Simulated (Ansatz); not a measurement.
# Cl on Mg(0001): change of the work function, part 2 of 3

How does Cl on the fcc site change the work function of Mg(0001) as the layer fills?

Ansatz 0.2.0; plane-wave DFT, PBE, Ansatz PAW.

So far, work function, upper face (eV): step 2 (the clean slab) 3.79.

### Step 3. The covered slab, k-mesh 6×6×1, coverage 0.25 ML

System of this step: Cl/Mg(0001). The cell holds 17 atoms: 16 Mg and 1 Cl. Its edges and angles: a = 6.420 Å, b = 6.420 Å, c = 27.530 Å, α = 90.0°, β = 90.0°, γ = 60.0°. Vacuum lies along c.

The clean slab as it ended is repeated in the plane and the adsorbate is set on one face; the cell's size fixes the coverage, and the k-mesh shrinks with it to keep the sampling density about even. Adsorbate and upper layers relax, since the dipole depends on the height.

File input.yaml:

```yaml
crystal:
  lattice:
    - [6.4199999999, 0.0, 0.0]
    - [3.21, 5.5598830922, 0.0]
    - [0.0, 0.0, 27.5304501842]
  atoms:
    - { symbol: Mg, position: [0.3333333333, 0.3333333333, 0.3269107457] }
    - { symbol: Mg, position: [0.0, 0.0, 0.4215884565] }
    - { symbol: Mg, position: [0.3333333333, 0.3333333333, 0.5164513239] }
    - { symbol: Mg, position: [0.0, 0.0, 0.6119858786] }
    - { symbol: Mg, position: [0.3333333333, 0.8333333333, 0.3269107457] }
    - { symbol: Mg, position: [0.0, 0.5, 0.4215884565] }
    - { symbol: Mg, position: [0.3333333333, 0.8333333333, 0.5164513239] }
    - { symbol: Mg, position: [0.0, 0.5, 0.6119858786] }
    - { symbol: Mg, position: [0.8333333333, 0.3333333333, 0.3269107457] }
    - { symbol: Mg, position: [0.5, 0.0, 0.4215884565] }
    - { symbol: Mg, position: [0.8333333333, 0.3333333333, 0.5164513239] }
    - { symbol: Mg, position: [0.5, 0.0, 0.6119858786] }
    - { symbol: Mg, position: [0.8333333333, 0.8333333333, 0.3269107457] }
    - { symbol: Mg, position: [0.5, 0.5, 0.4215884565] }
    - { symbol: Mg, position: [0.8333333333, 0.8333333333, 0.5164513239] }
    - { symbol: Mg, position: [0.5, 0.5, 0.6119858786] }
    - { symbol: Cl, position: [0.1666666667, 0.1666666667, 0.6730892543] }
kpoints:
  mp_grid: { grid: [6, 6, 1] }
hamiltonian:
  xc: pbe
scf:
  occupations: { method: fermi_dirac, width: 0.1 }
  convergence: { dr2_threshold: 1.0e-08 }
efield:
  axis: 3
  dipole_correction: true
  ramp_position: 0.97
  ramp_width: 0.06
relax:
  f_tol: 0.02
  max_steps: 60
  constraints: [{ sites: [0, 1, 4, 5, 8, 9, 12, 13] }]
output:
  dos: { projected: true, e_range: [-8, 4] }
  write_potential: true
  write_density: true
  volumetric_format: npy
  elf: true
```

Command:

```
ansatz run input.yaml --threads 2 --pin off --max-ram 3072MiB --backend cpu --events-out ev --progress --plain --runs-dir out
```

Numbers of over 12 decimals in the logs are rounded to 6 here.

The log of the run:

```text
[...]
Crystal: 17 atoms, lattice volume = 982.684 Å³
Basis set: ecut = 420 eV, 19257 PW (Γ), exchange–correlation on 90×90×384 points (8 copies of the dense FFT grid, shifted against one another)
Bands: 101, of which v1, the nominal top of the filled ones, is band 84 counted from 1 (83 counted from 0)
Symmetry: 6 space group operations
[...]
k-points: 7 of 36 (time reversal used)
[...]
SCF iter   1: F=—  HF=-31860.459801 eV  |F-HF|=—  |Δ(HF+E_count)|=         —  Δρ=9.94e-4  dr2=3.52e-2  ethr=1.77e-3  p=-0.029 e·Å  D=-5.30e-3 V/Å  ΔV_dip=0.15 eV  dr2_dipole=1.74e-4  V_vac-E_F(+/−)=3.92/3.77 eV  ⟨swp⟩=14.1  Hψ=3965  notcnv=0  defer=4
[...]
SCF iter   8: F=-31860.455981 eV  HF=-31860.455981 eV  |F-HF|=8.26e-10  |Δ(HF+E_count)|=   1.46e-8  Δρ=2.56e-7  dr2=1.57e-9  ethr=5.99e-12  p=-0.033 e·Å  D=-6.09e-3 V/Å  ΔV_dip=0.17 eV  dr2_dipole=3.26e-10  V_vac-E_F(+/−)=3.92/3.75 eV  ⟨swp⟩=13.1  Hψ=4306  notcnv=0
SCF 1 converged in 8 iterations: F = -31860.455981 eV  dr2 = 1.57e-9
[...]
relax step   1: F+E_penalty+E_count = -31860.45598146 eV  Δ(F+E_penalty+E_count) = +0.000e0 eV  max|allowed force component| = 5.070e-1 eV/Å  Δτ_max = 0.0000 Å  (8 SCF iters, accepted)
[...]
SCF iter   8: F=-31860.500134 eV  HF=-31860.500134 eV  |F-HF|=1.31e-9  |Δ(HF+E_count)|=   1.24e-8  Δρ=2.02e-7  dr2=6.63e-10  ethr=5.99e-12  p=-0.053 e·Å  D=-9.77e-3 V/Å  ΔV_dip=0.27 eV  dr2_dipole=6.15e-11  V_vac-E_F(+/−)=4.03/3.76 eV  ⟨swp⟩=12.9  Hψ=4215  notcnv=0
SCF 2 converged in 8 iterations: F = -31860.500134 eV  dr2 = 6.63e-10
relax step   2: F+E_penalty+E_count = -31860.50013388 eV  Δ(F+E_penalty+E_count) = -4.415e-2 eV  max|allowed force component| = 1.893e-1 eV/Å  Δτ_max = 0.1193 Å  (8 SCF iters, accepted)
SCF iter   1: F=—  HF=-31860.520653 eV  |F-HF|=—  |Δ(HF+E_count)|=         —  Δρ=5.62e-4  dr2=8.50e-3  ethr=3.69e-5  p=-0.053 e·Å  D=-9.77e-3 V/Å  ΔV_dip=0.27 eV  dr2_dipole=7.78e-4  V_vac-E_F(+/−)=4.02/3.75 eV  ⟨swp⟩=4.1  Hψ=1440  notcnv=0  defer=7
[...]
SCF iter   7: F=-31860.519735 eV  HF=-31860.519735 eV  |F-HF|=3.77e-9  |Δ(HF+E_count)|=   8.32e-8  Δρ=4.47e-7  dr2=3.86e-9  ethr=5.99e-12  p=-0.057 e·Å  D=-1.06e-2 V/Å  ΔV_dip=0.29 eV  dr2_dipole=3.91e-12  V_vac-E_F(+/−)=4.04/3.75 eV  ⟨swp⟩=12.3  Hψ=4332  notcnv=0
SCF 3 converged in 7 iterations: F = -31860.519735 eV  dr2 = 3.86e-9
relax step   3: F+E_penalty+E_count = -31860.51973535 eV  Δ(F+E_penalty+E_count) = -1.960e-2 eV  max|allowed force component| = 1.194e-1 eV/Å  Δτ_max = 0.0574 Å  (7 SCF iters, accepted)
SCF iter   1: F=—  HF=-31860.523746 eV  |F-HF|=—  |Δ(HF+E_count)|=         —  Δρ=4.31e-4  dr2=3.83e-3  ethr=2.33e-5  p=-0.057 e·Å  D=-1.06e-2 V/Å  ΔV_dip=0.29 eV  dr2_dipole=1.90e-4  V_vac-E_F(+/−)=4.04/3.75 eV  ⟨swp⟩=3.9  Hψ=1326  notcnv=0  defer=7
[...]
SCF iter   7: F=-31860.522836 eV  HF=-31860.522836 eV  |F-HF|=3.11e-9  |Δ(HF+E_count)|=   6.78e-8  Δρ=3.13e-7  dr2=2.85e-9  ethr=5.99e-12  p=-0.069 e·Å  D=-1.27e-2 V/Å  ΔV_dip=0.35 eV  dr2_dipole=4.11e-10  V_vac-E_F(+/−)=4.10/3.75 eV  ⟨swp⟩=10.9  Hψ=4418  notcnv=0
SCF 4 converged in 7 iterations: F = -31860.522836 eV  dr2 = 2.85e-9
relax step   4: F+E_penalty+E_count = -31860.52283584 eV  Δ(F+E_penalty+E_count) = -3.100e-3 eV  max|allowed force component| = 1.770e-2 eV/Å  Δτ_max = 0.0453 Å  (7 SCF iters, accepted)
NSCF: frozen V_eff on 7 k-points
[...]
SCF converged after 7 iterations
Free energy (F): -31860.522836 eV
[...]
Internal energy: -31860.258021 eV  (E = F + TS)
E sigma→0 (E₀):  -31860.390428 eV
Entropy (-TS):   -0.264815 eV (-15.577 meV/atom)
Fermi energy:    -0.073960 eV
Dipole field:    D = -0.012745 V/Å  (p = -0.069211 e·Å, saw-weighted, corrected)
Work function:   Φ+ = 4.1001 eV   Φ− = 3.7492 eV
[...]
--- Forces (eV/Å), atoms counted from 1 ---
  atom   1  Mg    -0.04122262    -0.02379989    -0.02337958
  atom   2  Mg     0.03469443     0.02003084     0.01819210
  atom   3  Mg     0.00564461     0.00325892    -0.00348165
  atom   4  Mg    -0.00027931    -0.00016126     0.00337202
  atom   5  Mg     0.00000000     0.04759978    -0.02337958
  atom   6  Mg    -0.00000000    -0.04006168     0.01819210
  atom   7  Mg    -0.00000000    -0.00651783    -0.00348165
  atom   8  Mg     0.00000000     0.00032252     0.00337202
  atom   9  Mg     0.04122262    -0.02379989    -0.02337958
  atom  10  Mg    -0.03469443     0.02003084     0.01819210
  atom  11  Mg    -0.00564461     0.00325892    -0.00348165
  atom  12  Mg     0.00027931    -0.00016126     0.00337202
  atom  13  Mg     0.00000000     0.00000000    -0.04996894
  atom  14  Mg     0.00000000     0.00000000     0.06419405
  atom  15  Mg     0.00000000     0.00000000     0.00289455
  atom  16  Mg    -0.00000000    -0.00000000     0.01647163
  atom  17  Cl    -0.00000000     0.00000000    -0.01769502
  max |Σ_I F_I| component: 4.93e-6 eV/Å
--- Band table (eV; the first three rows and the last of 7) ---
  k-point 0: bands = [... 80 lower, -1.1983, -1.1082, -1.0437, -1.0437, -0.7221, 0.1133, 0.1133, 0.2414, ... 13 higher]
  k-point 1: bands = [... 80 lower, -1.0159, -0.8235, -0.6288, -0.4659, -0.3121, 0.0298, 0.1219, 0.6214, ... 13 higher]
  k-point 2: bands = [... 80 lower, -0.8235, -0.5013, -0.2421, 0.0383, 0.1197, 0.9105, 0.9594, 1.0273, ... 13 higher]
  k-point 6: bands = [... 80 lower, -0.3866, -0.3847, -0.3453, 0.2437, 0.2921, 0.3296, 0.6293, 0.6806, ... 13 higher]
--- Relaxed structure (4 steps of the walk, 4 accepted, 0 SCFs on fresh bases) ---
  F+E_penalty+E_count = -31860.52283584 eV   max|allowed force component| = 1.770e-2 eV/Å
  atoms:
    - { symbol: Mg, position: [0.333333, 0.333333, 0.326911] }
    - { symbol: Mg, position: [2.6667121670171395e-17, 2.6667121670171398e-17, 0.421588] }
    - { symbol: Mg, position: [0.331378, 0.331378, 0.516312] }
    - { symbol: Mg, position: [-0.00456734, -0.00456734, 0.612310] }
    - { symbol: Mg, position: [0.333333, 0.833333, 0.326911] }
    - { symbol: Mg, position: [5.551115123125783e-17, 0.500000, 0.421588] }
    - { symbol: Mg, position: [0.331378, 0.837244, 0.516312] }
    - { symbol: Mg, position: [-0.00456734, 0.509135, 0.612310] }
    - { symbol: Mg, position: [0.833333, 0.333333, 0.326911] }
    - { symbol: Mg, position: [0.500000, 2.66671216701714e-17, 0.421588] }
    - { symbol: Mg, position: [0.837244, 0.331378, 0.516312] }
    - { symbol: Mg, position: [0.509135, -0.00456734, 0.612310] }
    - { symbol: Mg, position: [0.833333, 0.833333, 0.326911] }
    - { symbol: Mg, position: [0.5, 0.500000, 0.421588] }
    - { symbol: Mg, position: [0.833333, 0.833333, 0.514814] }
    - { symbol: Mg, position: [0.5, 0.500000, 0.605604] }
    - { symbol: Cl, position: [0.166667, 0.166667, 0.675436] }
```

Elapsed: 3.3 min, on 2 threads of Arm Neoverse N1, shared host; peak memory 1.7 GiB.

This run has no spin polarisation although its electron count is odd.

Relaxation path:

```tsv
step	energy less that of the first step (eV)	largest force component (eV/Å)
1	0.0000	0.5070
2	-0.0442	0.1893
3	-0.0638	0.1194
4	-0.0669	0.0177
```

Forces are held to the 6 operations that the run works with; a distortion that breaks them can't arise in this run.

The atoms that moved most (Å):

```tsv
atom	dx	dy	dz	length
Mg16	0.000	0.000	-0.176	0.176
Cl17	0.000	0.000	0.065	0.065
Mg12	0.044	-0.025	0.009	0.052
Mg8	0.000	0.051	0.009	0.052
Mg4	-0.044	-0.025	0.009	0.052
Mg15	0.000	0.000	-0.045	0.045
Mg7	0.000	0.022	-0.004	0.022
Mg3	-0.019	-0.011	-0.004	0.022
```

The relaxed structure:

```cif
data_structure
_symmetry_space_group_name_H-M 'P 1'
_symmetry_Int_Tables_number 1
_cell_length_a 6.4200
_cell_length_b 6.4200
_cell_length_c 27.5305
_cell_angle_alpha 90.000
_cell_angle_beta 90.000
_cell_angle_gamma 60.000
_cell_volume 982.68
loop_
_atom_site_label
_atom_site_type_symbol
_atom_site_fract_x
_atom_site_fract_y
_atom_site_fract_z
_atom_site_occupancy
Mg1 Mg 0.33333 0.33333 0.32691 1
Mg2 Mg 0.00000 0.00000 0.42159 1
Mg3 Mg 0.33138 0.33138 0.51631 1
Mg4 Mg 0.99543 0.99543 0.61231 1
Mg5 Mg 0.33333 0.83333 0.32691 1
Mg6 Mg 0.00000 0.50000 0.42159 1
Mg7 Mg 0.33138 0.83724 0.51631 1
Mg8 Mg 0.99543 0.50913 0.61231 1
Mg9 Mg 0.83333 0.33333 0.32691 1
Mg10 Mg 0.50000 0.00000 0.42159 1
Mg11 Mg 0.83724 0.33138 0.51631 1
Mg12 Mg 0.50913 0.99543 0.61231 1
Mg13 Mg 0.83333 0.83333 0.32691 1
Mg14 Mg 0.50000 0.50000 0.42159 1
Mg15 Mg 0.83333 0.83333 0.51481 1
Mg16 Mg 0.50000 0.50000 0.60560 1
Cl17 Cl 0.16667 0.16667 0.67544 1
```

This step gave:

```
energy at zero smearing        : -31860.3904 eV
work function, upper face      : 4.100 eV
work function, lower face      : 3.749 eV
dipole along the normal        : -0.06921 e·Å
step between the vacuum levels : 0.3509 eV
```

Running mean over 2.60652 Å of the planar mean; the ramp of the sawtooth is left out. The electron's electrostatic potential energy less the Fermi level by z:

z (Å), electron's electrostatic potential energy less the Fermi level (eV) and a bar from the least value:
```
      3.5       3.75 #############################
      4.0       3.75 #############################
      4.5       3.74 #############################
      5.0       3.73 #############################
      5.5       3.70 #############################
      6.0       3.60 ############################
      6.5       3.31 ###########################
      7.0       2.57 #########################
      7.5       0.66 ##################
      8.0      -2.11 ########
      8.5      -3.60 ###
      9.0      -4.04 #
      9.5      -4.08 #
     10.0      -4.05 #
     10.5      -4.03 #
     11.0      -4.03 #
     11.5      -4.02 #
     12.0      -4.03 #
     12.5      -4.05 #
     13.0      -4.07 #
     13.5      -4.04 #
     14.0      -4.03 #
     14.5      -4.02 #
     15.0      -4.04 #
     15.5      -4.04 #
     16.0      -4.09 #
     16.5      -4.21 #
     17.0      -4.40 
     17.5      -4.25 #
     18.0      -2.51 #######
     18.5       0.15 ################
     19.0       1.63 #####################
     19.5       2.48 ########################
     20.0       3.30 ###########################
     20.5       3.88 #############################
     21.0       4.06 ##############################
     21.5       4.09 ##############################
     22.0       4.10 ##############################
     22.5       4.10 ##############################
     23.0       4.10 ##############################
     23.5       4.10 ##############################
     24.0       4.10 ##############################
```

The density of states has structure finer than the step of the table below, so its rows give means over 0.25 eV, whole bins alone (the curve runs from -8 to 1.98 eV). Peaks (eV: height): -5.230: 14.8, -5.020: 29.6, -1.680: 15.1, -0.720: 31.3, 0.360: 36.9, 0.990: 13.8, 1.890: 24.5.

Density of states against energy, zero at the Fermi level; means over each step:

```tsv
energy (eV)	density of states (states/eV a cell)
-6.75	0
-6.50	1.18
-6.25	1.67
-6.00	2.19
-5.75	5.16
-5.50	4.64
-5.25	6.46
-5.00	13.9
-4.75	5.62
-4.50	3.11
-4.25	1.95
-4.00	7.36
-3.75	4.75
-3.50	3.75
-3.25	3.77
-3.00	7.65
-2.75	5.05
-2.50	4.86
-2.25	4.92
-2.00	6.00
-1.75	8.47
-1.50	6.97
-1.25	3.81
-1.00	7.53
-0.75	10.4
-0.50	6.09
-0.25	8.39
0.00	7.15
0.25	10.1
0.50	4.60
0.75	7.29
1.00	10.2
1.25	8.21
1.50	8.34
1.75	9.57
```

Projected DOS per atom over height of the atomic layer and energy from the Fermi level. Layers: Mg4 Mg4 Mg4 Mg4 Cl from below.

Ten even steps from '_' (0.0 states/eV) to '@' (7.1 states/eV), each cell a mean:
```
__________
__________
__________
__________
__________
__________
__________
__________
__________
__________
__________
__________
__________
__________
________..
________@@
________::
__________
__________
__________
__________
__________
```
Columns: height of the atomic layer (Å) from 9 to 18.6 (not evenly spaced); rows upwards: energy from the Fermi level (eV) from -7.96 to 1.95.

ELF in the ca plane at fractional y = 0.000, with atoms of Mg within 0.2 Å of it. It is the smooth field of the valence electrons, not physical close to the nuclei.

Values, 9 rows by 16 columns, each cell a mean:
```
0.54 0.20 0.24 0.44 0.60 0.57 0.22 0.32 0.11 0.05 0.01 0.00 0.00 0.00 0.00 0.00
0.39 0.38 0.33 0.47 0.16 0.33 0.38 0.35 0.54 0.17 0.01 0.00 0.00 0.00 0.00 0.00
0.35 0.46 0.44 0.46 0.10 0.27 0.44 0.51 0.64 0.21 0.01 0.00 0.00 0.00 0.00 0.00
0.52 0.19 0.20 0.46 0.52 0.54 0.22 0.26 0.15 0.06 0.01 0.00 0.00 0.00 0.00 0.00
0.55 0.24 0.29 0.41 0.66 0.62 0.24 0.35 0.13 0.19 0.07 0.01 0.00 0.00 0.00 0.00
0.50 0.21 0.17 0.49 0.37 0.48 0.33 0.14 0.46 0.67 0.30 0.03 0.00 0.00 0.00 0.00
0.34 0.54 0.50 0.47 0.07 0.26 0.53 0.24 0.67 0.82 0.45 0.05 0.00 0.00 0.00 0.00
0.46 0.28 0.20 0.50 0.26 0.41 0.40 0.12 0.54 0.73 0.35 0.04 0.00 0.00 0.00 0.00
0.55 0.23 0.28 0.42 0.64 0.61 0.24 0.34 0.17 0.30 0.11 0.01 0.00 0.00 0.00 0.00
```
Columns run along c (16.0 Å, from fractional 0.35 to 0.93 of the cell), rows up along a (6.4 Å). Atoms in or near the plane, at fractional coordinates: Mg at (0.42, 0.00), Mg at (0.61, 0.00), Mg at (0.42, 0.50), Mg at (0.61, 0.51).

Valence density in the ca plane at fractional y = 0.000, with atoms of Mg within 0.2 Å of it. It is the smooth field of the valence electrons, not physical close to the nuclei.

Ten steps, logarithmic in the rise over the least value, from '0' (0 e/Å³) to '9' (23 e/Å³), each cell a mean:
```
00015884100000000038971000000000000000000000
00001331000000000013420000000000000000000000
00000000000000000000100000000000000000000000
00000000000000000000000000000000000000000000
00000000000000000000000000000000000000000000
00000000000000000000100000000000000000000000
00002431000000000014530000000000000000000000
00015984100000000038971000000000000000000000
00016995100000000048971000000000000000000000
00013763000000000015641000000000000000000000
00001110000000000001111111100000000000000000
00000000000000000000001122110000000000000000
00000000000001000000001222210000000000000000
00000000000000000000001122110000000000000000
00001110000000000001111111100000000000000000
00013662000000000015641000000000000000000000
00016995100000000048971000000000000000000000
```
Columns run along c (16.0 Å, from fractional 0.35 to 0.93 of the cell), rows up along a (6.4 Å). Atoms in or near the plane, at fractional coordinates: Mg at (0.42, 0.00), Mg at (0.61, 0.00), Mg at (0.42, 0.50), Mg at (0.61, 0.51).

Electrostatic potential energy in the ca plane at fractional y = 0.000, with atoms of Mg within 0.2 Å of it. With pseudopotentials it is smooth inside the atoms' cores, unlike the true potential.

Ten even steps from '0' (-49 eV) to '9' (4 eV), each cell a mean:
```
99872004799999999840006899999999999999999999
99986457899999999874357899999999999999999999
99998888999888899988888999999999999999999999
89999999999878899999999999999999999999999999
89999999999878899999999999999999999999999999
99998888999888899988788999999999999999999999
99986447899999999874357899999999999999999999
99872004799999999840016899999999999999999999
99871003799999999840006899999999999999999999
99974115899999999863147899999999999999999999
99987778899988999987778999999999999999999999
89999889999888899998889988999999999999999999
89999999999877899999999888899999999999999999
89999889999888899998889988999999999999999999
99987778899988999987778999999999999999999999
99974115899999999863147899999999999999999999
99871003799999999840006899999999999999999999
```
Columns run along c (16.0 Å, from fractional 0.35 to 0.93 of the cell; values clipped at the 3rd and 97th percentile), rows up along a (6.4 Å). Atoms in or near the plane, at fractional coordinates: Mg at (0.42, 0.00), Mg at (0.61, 0.00), Mg at (0.42, 0.50), Mg at (0.61, 0.51).

The relaxation took 4 steps and lowered the energy by 0.067 eV; the largest force on the free atoms ends at 0.018 eV/Å.

By hand: a sheet of dipoles makes a step −p/(ε₀A) in the electron's potential. With e/ε₀ = 180.95 V·Å, p = -0.06921 e·Å and A = 35.69 Å², that is −180.95 × (-0.06921) / 35.69 = +0.351 eV, and the two vacuum levels of the run differ by +0.351 eV.

The covered face has 4.10 eV, +0.31 eV against the clean one; the bare back face has moved by -0.04 eV, a measure of how thin the slab is.

[end of part 2 of 3]

[Logs are printed without paths, hosts, clocks, repeated set-up lines and the standing remarks that a program may print on its own settings, such as how far it seeks lower states.]

[Hosts, paths, dates, database ids (printed as entryN), source tags and the programs' standing remarks are cut or masked in the printed files.]

[Maps of the electrostatic potential energy from Ansatz leave out the sawtooth potential of an applied field or a dipole correction, so their vacuum need not be flat; planar profiles and work functions include it.]

[The density of states shown here was stored with 400 of the rows of the run's finer table, so its peaks can read low, often by over a quarter, or be missed, and its means over a window can be off by a tenth or more.]
